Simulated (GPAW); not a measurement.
# Se K-edge XANES of CuSe (P4/nmm), part 3 of 3

Aim: the dependence of the Se K near-edge features of CuSe (P4/nmm) on volume.

GPAW 26.7.0; X-ray absorption from dipole matrix elements to empty bands, plane-wave PAW LDA.

So far. Step 4 (Spectrum with XCH, Se atom 1): The energy difference (zero at 12670 eV) isn't read as a photon energy: for so heavy an absorber the terms left out (the hole's spin, the functional's error) amount to tens of eV or more. Step 6 (Spectrum with XCH, Se atom 1): Against the first run the r.m.s. difference is 14 %. A shift of +0.4 eV leaves 9 %. The highest intensity below 24 eV goes from 5.0 eV (1.80) to 5.2 eV (1.82).

## 7. Supercell without a hole, the energy reference

Level of this step: plane-wave PAW DFT, LDA, self-consistent field (GPAW).

The cell changes for the next run, so it gets a reference energy of its own.

The cell differs from the one that the last finished run ended in (a 7.316 → 7.473 Å, b 7.316 → 7.473 Å, c 7.385 → 7.543 Å).

Input file scf.py:

```python
import numpy as np
from ase import Atoms
from ase.parallel import parprint, paropen
from gpaw import GPAW, PW, FermiDirac, Mixer, MixerDif, setup_paths
from gpaw.test import gen
setup_paths.insert(0, '.')
gen('Se', name='nch1s', xcname='LDA', corehole=(1, 0, 0), write_xml=True)
from gpaw.mpi import world
world.barrier()

atoms = Atoms('Se8Cu8',
    cell=[[0, 7.47290055, 0],
     [-7.47290055, 0, 0],
     [3.73645027, 3.73645027, 5.38340636]],
    scaled_positions=[[0.11149821, 0.13850179, 0.27700358],
     [0.11149821, 0.63850179, 0.27700358],
     [0.61149821, 0.13850179, 0.27700358],
     [0.61149821, 0.63850179, 0.27700358],
     [0.63850179, 0.11149821, 0.72299642],
     [0.63850179, 0.61149821, 0.72299642],
     [0.13850179, 0.11149821, 0.72299642],
     [0.13850179, 0.61149821, 0.72299642],
     [0.25, 0.75, 0],
     [0.25, 0.25, 0],
     [0.75, 0.75, 0],
     [0.75, 0.25, 0],
     [0, 0, 0],
     [0, 0.5, 0],
     [0.5, 0, 0],
     [0.5, 0.5, 0]],
    pbc=True)
atoms.calc = calc = GPAW(legacy_gpaw=True, mode=PW(430, force_complex_dtype=True), xc='LDA', setups={0: 'nch1s'},
    kpts={'size': (3, 3, 3), 'gamma': True}, occupations=FermiDirac(0.1),
    charge=0, mixer=Mixer(0.1, 5, 50), maxiter=150,
    convergence={'density': 0.0001, 'eigenstates': 1e-6}, txt='scf.txt')
energy = atoms.get_potential_energy() + calc.get_reference_energy()
ef = calc.get_fermi_level()
out = dict(energy=energy, fermi=ef, forces=atoms.get_forces().tolist())
parprint(f'all-electron energy {energy:.4f} eV, Fermi level {ef:.4f} eV')
ev = np.array([[calc.get_eigenvalues(k, s) for k in range(len(calc.get_ibz_k_points()))] for s in range(calc.get_number_of_spins())])
out['homo'], out['lumo'], out['counts'] = ev[ev < ef].max(), ev[ev > ef].min(), sorted(set((ev < ef).sum((0, 2)).tolist()))
out['filled'] = (ev[:, 0] < ef).sum(1).tolist()
import json
with paropen('out.json', 'w') as f:
    json.dump(out, f)
```

Launch:

```
OMP_NUM_THREADS=1 mpirun -n 4 gpaw python scf.py
```

Numbers of over 12 decimals in the logs are rounded to 6 here.

The log of the run:

```text
Input parameters:
  convergence: {density: 0.0001,
                eigenstates: 1e-06}
  kpts: {gamma: True,
         size: (3, 3, 3)}
  maxiter: 150
  mixer: {backend: pulay,
          beta: 0.1,
          method: separate,
          nmaxold: 5,
          weight: 50}
  mode: {ecut: 430.0,
         force_complex_dtype: True,
         name: pw}
  occupations: {fixmagmom: False,
                name: fermi-dirac,
[...]
4s(2) :    -0.642093     1.095786
*s    :     0.357907
4p(4) :    -0.244602     1.027373
*p    :     0.755398
*d    :     0.000000
--------------------------------

Diagonalizing with gridspacing h=0.050

state   all-electron     PAW
-------------------------------
4s:      -0.642093    -0.642657
4p:      -0.244602    -0.244988
*d:                    0.040490
*f:                    0.073581
-------------------------------
all-electron energy -887817.2551 eV, Fermi level 5.3597 eV
[key lines of the parts left out:]
Converged after 13 iterations.
Dipole moment: (24.166214, -24.166214, -0.000000) |e|*Ang
Free energy:    -71.287378
Fermi level: 5.35974
```

It took 56 s on 4 MPI ranks of Arm Neoverse V2, shared host; peak memory 0.34 GiB.

Reference energy: -887817.255 eV with the cores included.

## 8. Spectrum with XCH, Se atom 1

Shorter bonds are expected to push antibonding states and scattering resonances up, and longer ones down; the cell is scaled to test that.

Changed against the first core-hole run: volume scale from 1 to 0.97.

Input file xas.py:

```python
import numpy as np
from ase import Atoms
from ase.parallel import parprint, paropen
from gpaw import GPAW, PW, FermiDirac, Mixer, MixerDif, setup_paths
from gpaw.test import gen
setup_paths.insert(0, '.')
gen('Se', name='fch1s', xcname='LDA', corehole=(1, 0, 1), write_xml=True)
from gpaw.mpi import world
world.barrier()

atoms = Atoms('Se8Cu8',
    cell=[[0, 7.47290055, 0],
     [-7.47290055, 0, 0],
     [3.73645027, 3.73645027, 5.38340636]],
    scaled_positions=[[0.11149821, 0.13850179, 0.27700358],
     [0.11149821, 0.63850179, 0.27700358],
     [0.61149821, 0.13850179, 0.27700358],
     [0.61149821, 0.63850179, 0.27700358],
     [0.63850179, 0.11149821, 0.72299642],
     [0.63850179, 0.61149821, 0.72299642],
     [0.13850179, 0.11149821, 0.72299642],
     [0.13850179, 0.61149821, 0.72299642],
     [0.25, 0.75, 0],
     [0.25, 0.25, 0],
     [0.75, 0.75, 0],
     [0.75, 0.25, 0],
     [0, 0, 0],
     [0, 0.5, 0],
     [0.5, 0, 0],
     [0.5, 0.5, 0]],
    pbc=True)
atoms.calc = calc = GPAW(legacy_gpaw=True, mode=PW(430, force_complex_dtype=True), xc='LDA', setups={0: 'fch1s'},
    kpts={'size': (3, 3, 3), 'gamma': True}, occupations=FermiDirac(0.1),
    charge=-1, mixer=Mixer(0.1, 5, 50), maxiter=150,
    convergence={'density': 0.0001, 'eigenstates': 1e-6}, txt='scf.txt')
energy = atoms.get_potential_energy() + calc.get_reference_energy()
ef = calc.get_fermi_level()
out = dict(energy=energy, fermi=ef, forces=atoms.get_forces().tolist())
parprint(f'all-electron energy {energy:.4f} eV, Fermi level {ef:.4f} eV')
ev = np.array([[calc.get_eigenvalues(k, s) for k in range(len(calc.get_ibz_k_points()))] for s in range(calc.get_number_of_spins())])
out['homo'], out['lumo'], out['counts'] = ev[ev < ef].max(), ev[ev > ef].min(), sorted(set((ev < ef).sum((0, 2)).tolist()))
out['filled'] = (ev[:, 0] < ef).sum(1).tolist()

from ase.units import Ha
from gpaw.xas import dipole_matrix_elements
nb = int(calc.get_number_of_electrons() / 2) + 181
top, nb = nb, nb + 8 + nb // 12
nscf = calc.fixed_density(kpts={'size': (3, 3, 3), 'gamma': True}, nbands=nb,
    convergence={'bands': top, 'eigenstates': 5e-3}, maxiter=60, txt='nscf.txt')
cell = atoms.cell.array
ops = [cell.T @ U.T @ np.linalg.inv(cell.T) for U in nscf.wfs.kd.symmetry.op_scc]
E = np.arange(-6, 34, 0.1)
fwhm = np.interp(E, [4, 25], [2.33, 3.5])
Y, X, zero, highest = 0, 0, 1e9, 1e9
for spin in range(nscf.get_number_of_spins()):
    wfs = nscf.wfs
    mine = wfs.bd.get_slice()  # this rank's bands
    A = dipole_matrix_elements(wfs.setups[0])
    eps = np.zeros((wfs.kd.nibzkpts, nb))
    d = np.zeros((3, A.shape[1], wfs.kd.nibzkpts, nb), complex)
    for kpt in wfs.kpt_u:
        if kpt.s == spin and 0 in kpt.P_ani:
            eps[kpt.k, mine] = kpt.eps_n * Ha
            d[:, :, kpt.k, mine] = (kpt.weight * wfs.nspins / 2) ** 0.5 * np.inner(A, kpt.P_ani[0])
    world.sum(eps)
    world.sum(d)
    T = np.einsum('amkn,bmkn->abkn', d, d.conj()).real
    T = sum(np.einsum('ai,ijkn,bj->abkn', R, T, R) for R in ops) / len(ops)
    empty = eps > ef
    zero, highest = min(zero, eps[empty].min()), min(highest, eps[:, top - 1].min())
    lines = [(eps, T, empty)] if spin == 0 else lines + [(eps, T, empty)]
for eps, T, empty in lines:
    f = np.einsum('aakn->akn', T).reshape(3, -1)
    x = eps.ravel() - zero
    w = np.interp(x, E, fwhm) / 2.35482
    g = np.exp(-0.5 * ((E[:, None] - x) / w) ** 2) / (w * (2 * np.pi) ** 0.5)
    Y = Y + (f * empty.ravel()) @ g.T
    X = X + (f * ~empty.ravel()) @ g.T
out.update(E=E.round(2).tolist(), xas=Y.tolist(), xes=X.tolist(), zero=zero, valid=highest - zero, nk=len(eps), nb=nb)
for i in range(0, len(E), 10):
    parprint(f'{E[i]:7.2f}', *(f'{v:10.3e}' for v in Y[:, i]))
import json
with paropen('out.json', 'w') as f:
    json.dump(out, f)
```

Launch:

```
OMP_NUM_THREADS=1 mpirun -n 4 gpaw python xas.py
```

The log of the run:

```text
Input parameters:
  charge: -1
  convergence: {density: 0.0001,
                eigenstates: 1e-06}
  kpts: {gamma: True,
         size: (3, 3, 3)}
  maxiter: 150
  mixer: {backend: pulay,
          beta: 0.1,
          method: separate,
          nmaxold: 5,
          weight: 50}
  mode: {ecut: 430.0,
         force_complex_dtype: True,
         name: pw}
  occupations: {fixmagmom: False,
[...]
*p    :     0.350513
*d    :     0.000000
--------------------------------

Diagonalizing with gridspacing h=0.050

state   all-electron     PAW
-------------------------------
4s:      -1.105925    -1.106630
4p:      -0.649487    -0.650084
*d:                   -0.134651
*f:                   -0.017877
-------------------------------
all-electron energy -875146.9824 eV, Fermi level 5.4138 eV
[...]
32.00  1.069e-07  1.069e-07  1.077e-07
  33.00  1.071e-07  1.071e-07  9.987e-08
[key lines of the parts left out:]
Converged after 16 iterations.
Dipole moment: (24.092011, -24.616397, -0.163656) |e|*Ang
Free energy:    -82.177922
Fermi level: 5.41383
```

The job ended after 3.6 min (4 MPI ranks; peak memory 0.57 GiB).

| E (eV) | first run | this run |
| --- | --- | --- |
| -2.0 | 0.02 | 0.02 |
| -1.0 | 0.15 | 0.15 |
| 0.0 | 0.36 | 0.37 |
| 1.0 | 0.35 | 0.36 |
| 2.0 | 0.27 | 0.26 |
| 3.0 | 0.65 | 0.59 |
| 4.0 | 1.44 | 1.36 |
| 5.0 | 1.80 | 1.81 |
| 6.0 | 1.39 | 1.47 |
| 7.0 | 0.94 | 0.98 |
| 8.0 | 0.97 | 0.96 |
| 9.0 | 1.24 | 1.23 |
| 10.0 | 1.33 | 1.34 |
| 11.0 | 1.22 | 1.23 |
| 12.0 | 1.11 | 1.12 |
| 13.0 | 1.03 | 1.05 |
| 14.0 | 0.92 | 0.97 |
| 15.0 | 0.80 | 0.85 |
| 16.0 | 0.73 | 0.75 |
| 17.0 | 0.79 | 0.76 |
| 18.0 | 0.99 | 0.91 |
| 19.0 | 1.18 | 1.14 |
| 20.0 | 1.17 | 1.22 |
| 21.0 | 0.95 | 1.05 |
| 22.0 | 0.74 | 0.80 |
| 23.0 | 0.74 | 0.71 |
| 24.0 | 0.88 | 0.82 |
| 25.0 | 1.00 | 0.97 |
| 26.0 | 0.98 | 1.01 |
| 27.0 | 0.87 | 0.92 |
| 28.0 | 0.80 | 0.81 |
| 29.0 | 0.86 | 0.80 |
| 30.0 | 1.02 | 0.93 |
| 31.0 | 1.18 | 1.11 |
| 32.0 | 1.22 | 1.23 |

The scaled spectrum changes by 5 % r.m.s. The highest intensity below 24 eV stays at 5.0 eV.

The photon energy of the zero moves by +0.06 eV.

## 9. Supercell without a hole, the energy reference

The cell changes for the next run, so it gets a reference energy of its own.

The cell differs from the one that the last finished run ended in (a 7.473 → 7.697 Å, b 7.473 → 7.697 Å, c 7.543 → 7.770 Å).

scf.py: that of step 7 with these lines changed.

```diff
@@ -11,5 +11,5 @@
 atoms = Atoms('Se8Cu8',
-    cell=[[0, 7.47290055, 0],
-     [-7.47290055, 0, 0],
-     [3.73645027, 3.73645027, 5.38340636]],
+    cell=[[0, 7.69722023, 0],
+     [-7.69722023, 0, 0],
+     [3.84861012, 3.84861012, 5.54500412]],
     scaled_positions=[[0.11149821, 0.13850179, 0.27700358],
```

Launch:

```
OMP_NUM_THREADS=1 mpirun -n 4 gpaw python scf.py
```

The log of the run:

```text
Input parameters:
  convergence: {density: 0.0001,
                eigenstates: 1e-06}
  kpts: {gamma: True,
         size: (3, 3, 3)}
  maxiter: 150
  mixer: {backend: pulay,
          beta: 0.1,
          method: separate,
          nmaxold: 5,
          weight: 50}
  mode: {ecut: 430.0,
         force_complex_dtype: True,
         name: pw}
  occupations: {fixmagmom: False,
                name: fermi-dirac,
[...]
4s(2) :    -0.642093     1.095786
*s    :     0.357907
4p(4) :    -0.244602     1.027373
*p    :     0.755398
*d    :     0.000000
--------------------------------

Diagonalizing with gridspacing h=0.050

state   all-electron     PAW
-------------------------------
4s:      -0.642093    -0.642657
4p:      -0.244602    -0.244988
*d:                    0.040490
*f:                    0.073581
-------------------------------
all-electron energy -887816.3235 eV, Fermi level 4.3287 eV
[key lines of the parts left out:]
Converged after 13 iterations.
Dipole moment: (23.531876, -23.531876, -0.000000) |e|*Ang
Free energy:    -70.379413
Fermi level: 4.32872
```

The job ended after 65 s (4 MPI ranks; peak memory 0.36 GiB).

Reference energy: -887816.324 eV with the cores included.

## 10. Spectrum with XCH, Se atom 1

Shorter bonds are expected to push antibonding states and scattering resonances up, and longer ones down; the cell is scaled to test that.

Changed against the first core-hole run: volume scale from 1 to 1.06.

xas.py: that of step 8 with these lines changed.

```diff
@@ -11,5 +11,5 @@
 atoms = Atoms('Se8Cu8',
-    cell=[[0, 7.47290055, 0],
-     [-7.47290055, 0, 0],
-     [3.73645027, 3.73645027, 5.38340636]],
+    cell=[[0, 7.69722023, 0],
+     [-7.69722023, 0, 0],
+     [3.84861012, 3.84861012, 5.54500412]],
     scaled_positions=[[0.11149821, 0.13850179, 0.27700358],
@@ -45,3 +45,3 @@
 from gpaw.xas import dipole_matrix_elements
-nb = int(calc.get_number_of_electrons() / 2) + 181
+nb = int(calc.get_number_of_electrons() / 2) + 198
 top, nb = nb, nb + 8 + nb // 12
```

Launch:

```
OMP_NUM_THREADS=1 mpirun -n 4 gpaw python xas.py
```

The log of the run:

```text
Input parameters:
  charge: -1
  convergence: {density: 0.0001,
                eigenstates: 1e-06}
  kpts: {gamma: True,
         size: (3, 3, 3)}
  maxiter: 150
  mixer: {backend: pulay,
          beta: 0.1,
          method: separate,
          nmaxold: 5,
          weight: 50}
  mode: {ecut: 430.0,
         force_complex_dtype: True,
         name: pw}
  occupations: {fixmagmom: False,
[...]
*p    :     0.350513
*d    :     0.000000
--------------------------------

Diagonalizing with gridspacing h=0.050

state   all-electron     PAW
-------------------------------
4s:      -1.105925    -1.106630
4p:      -0.649487    -0.650084
*d:                   -0.134651
*f:                   -0.017877
-------------------------------
all-electron energy -875146.2203 eV, Fermi level 4.3760 eV
[...]
32.00  9.560e-08  9.560e-08  8.515e-08
  33.00  7.819e-08  7.819e-08  6.749e-08
[key lines of the parts left out:]
Converged after 16 iterations.
Dipole moment: (23.401319, -23.940393, -0.171890) |e|*Ang
Free energy:    -81.437267
Fermi level: 4.37605
```

Wall time 4.3 min (4 MPI ranks); peak memory 0.63 GiB.

| E (eV) | first run | this run |
| --- | --- | --- |
| -2.0 | 0.02 | 0.02 |
| -1.0 | 0.15 | 0.15 |
| 0.0 | 0.36 | 0.35 |
| 1.0 | 0.35 | 0.33 |
| 2.0 | 0.27 | 0.31 |
| 3.0 | 0.65 | 0.80 |
| 4.0 | 1.44 | 1.58 |
| 5.0 | 1.80 | 1.75 |
| 6.0 | 1.39 | 1.24 |
| 7.0 | 0.94 | 0.89 |
| 8.0 | 0.97 | 1.00 |
| 9.0 | 1.24 | 1.25 |
| 10.0 | 1.33 | 1.30 |
| 11.0 | 1.22 | 1.20 |
| 12.0 | 1.11 | 1.09 |
| 13.0 | 1.03 | 0.96 |
| 14.0 | 0.92 | 0.82 |
| 15.0 | 0.80 | 0.73 |
| 16.0 | 0.73 | 0.74 |
| 17.0 | 0.79 | 0.90 |
| 18.0 | 0.99 | 1.11 |
| 19.0 | 1.18 | 1.18 |
| 20.0 | 1.17 | 1.02 |
| 21.0 | 0.95 | 0.79 |
| 22.0 | 0.74 | 0.73 |
| 23.0 | 0.74 | 0.85 |
| 24.0 | 0.88 | 0.99 |
| 25.0 | 1.00 | 1.00 |
| 26.0 | 0.98 | 0.90 |
| 27.0 | 0.87 | 0.82 |
| 28.0 | 0.80 | 0.87 |
| 29.0 | 0.86 | 1.02 |
| 30.0 | 1.02 | 1.16 |
| 31.0 | 1.18 | 1.18 |
| 32.0 | 1.22 | 1.06 |

Against the first run the r.m.s. difference is 9 %. The highest intensity below 24 eV goes from 5.0 eV (1.80) to 4.6 eV (1.79).

The photon energy of the zero moves by -0.11 eV.

## 11. The volumes side by side

| volume | nearest distance (Å) | shift of the zero (eV) | maximum 1 (eV above own zero) | maximum 2 (eV above own zero) | maximum 3 (eV above own zero) | maximum 4 (eV above own zero) |
| --- | --- | --- | --- | --- | --- | --- |
| 0.91 | 2.340 | +0.18 | 5.2 | 10.0 | 20.6 | 26.6 |
| 0.97 | 2.390 | +0.06 | 5.0 | 9.8 | 19.8 | 25.8 |
| 1 | 2.415 | +0.00 | 5.0 | 9.8 | 19.4 | 25.4 |
| 1.06 | 2.462 | -0.11 | 4.6 | 9.6 | 18.8 | 24.6 |

The curves, each shifted by its zero's change so that they share one photon-energy axis, counted from the zero at V × 1:

| E (eV) | V × 0.91 | V × 0.97 | V × 1 | V × 1.06 |
| --- | --- | --- | --- | --- |
| -2.0 | 0.01 | 0.02 | 0.02 | 0.03 |
| -1.0 | 0.11 | 0.14 | 0.15 | 0.17 |
| 0.0 | 0.35 | 0.36 | 0.36 | 0.36 |
| 1.0 | 0.42 | 0.37 | 0.35 | 0.32 |
| 2.0 | 0.26 | 0.26 | 0.27 | 0.33 |
| 3.0 | 0.38 | 0.55 | 0.65 | 0.89 |
| 4.0 | 1.03 | 1.31 | 1.44 | 1.64 |
| 5.0 | 1.72 | 1.80 | 1.80 | 1.71 |
| 6.0 | 1.71 | 1.50 | 1.39 | 1.19 |
| 7.0 | 1.18 | 1.00 | 0.94 | 0.89 |
| 8.0 | 0.93 | 0.95 | 0.97 | 1.03 |
| 9.0 | 1.15 | 1.22 | 1.24 | 1.27 |
| 10.0 | 1.37 | 1.34 | 1.33 | 1.30 |
| 11.0 | 1.30 | 1.24 | 1.22 | 1.19 |
| 12.0 | 1.14 | 1.12 | 1.11 | 1.08 |
| 13.0 | 1.08 | 1.06 | 1.03 | 0.95 |
| 14.0 | 1.06 | 0.97 | 0.92 | 0.81 |
| 15.0 | 0.99 | 0.86 | 0.80 | 0.72 |
| 16.0 | 0.87 | 0.76 | 0.73 | 0.75 |
| 17.0 | 0.77 | 0.75 | 0.79 | 0.92 |
| 18.0 | 0.77 | 0.90 | 0.99 | 1.13 |
| 19.0 | 0.93 | 1.13 | 1.18 | 1.18 |
| 20.0 | 1.17 | 1.22 | 1.17 | 0.99 |
| 21.0 | 1.25 | 1.07 | 0.95 | 0.78 |
| 22.0 | 1.07 | 0.81 | 0.74 | 0.74 |
| 23.0 | 0.80 | 0.71 | 0.74 | 0.87 |
| 24.0 | 0.70 | 0.81 | 0.88 | 0.99 |
| 25.0 | 0.81 | 0.96 | 1.00 | 0.99 |
| 26.0 | 0.97 | 1.01 | 0.98 | 0.88 |
| 27.0 | 1.03 | 0.93 | 0.87 | 0.82 |
| 28.0 | 0.94 | 0.81 | 0.80 | 0.89 |
| 29.0 | 0.81 | 0.80 | 0.86 | 1.04 |
| 30.0 | 0.77 | 0.92 | 1.02 | 1.17 |
| 31.0 | 0.86 | 1.10 | 1.18 | 1.18 |
| 32.0 | 1.05 | 1.23 | 1.22 | 1.04 |

## 12. What came out

- absorber and edge: Se K, atom 1 of the ground-state input (counted from 1)
- surroundings: 4 Cu at 2.41 Å (4-fold, site symmetry 4mm)
- highest intensity below 24 eV: 5.0 eV above the zero, height 1.80

What this shows: From V × 0.91 to V × 1.06 the nearest distance grows by 0.122 Å and the zero moves by -0.30 eV. Above their own zero, the maxima move from 5.2 to 4.6 eV, from 10.0 to 9.6 eV, from 20.6 to 18.8 eV and from 26.6 to 24.6 eV. The Se K edge of atom 1, with 4 Cu at 2.41 Å (4-fold, site symmetry 4mm), has its highest intensity of the first 24 eV at 5.0 eV above the zero, 1.8 times the mean level of the first 20 eV (Gaussian full width 2.33 eV up to 4 eV, rising linearly to 3.5 eV at 25 eV). At the Se K edge of atom 1 polarisation matters most near 3.6 eV, where the curves differ by 0.8 on this scale. The script folds with a Gaussian, whereas the core hole's own line is a Lorentzian, so the onset is too steep and the first peak too high. The unit cell's mesh shows no gap over 0.35 eV. That is right for a metallic compound; for a small-gap or correlated insulator it would be the fault of the functional or of the assumed magnetic order, and the hole would be screened too well. The mesh is coarse (0.39 Å⁻¹ between points), so small maxima may be mesh ripples. Lifetime broadening is put in by hand, and intensities beyond about 20 eV depend on it and on the partial waves; weight that the partial waves miss at high energy is lost. The structure is a computed Materials Project entry and may be a hypothetical form.

[Banner, clock and machine lines of the logs are left out without a mark of their own.]

[Logs are printed without paths, hosts, clocks, repeated set-up lines and the standing remarks that a program may print on its own settings, such as how far it seeks lower states.]

[Hosts, paths, dates, database ids (printed as entryN), source tags and the programs' standing remarks are cut or masked in the printed files.]

[Lists of maxima count a maximum above −3 eV only where it reaches 4 % of the highest in the window and stands out from its surroundings by 2 % of it (1.5 % where it reaches 55 %); shoulders and weaker maxima are passed over, and of the rest the first, up to two pre-edge ones and the few strongest are named.]
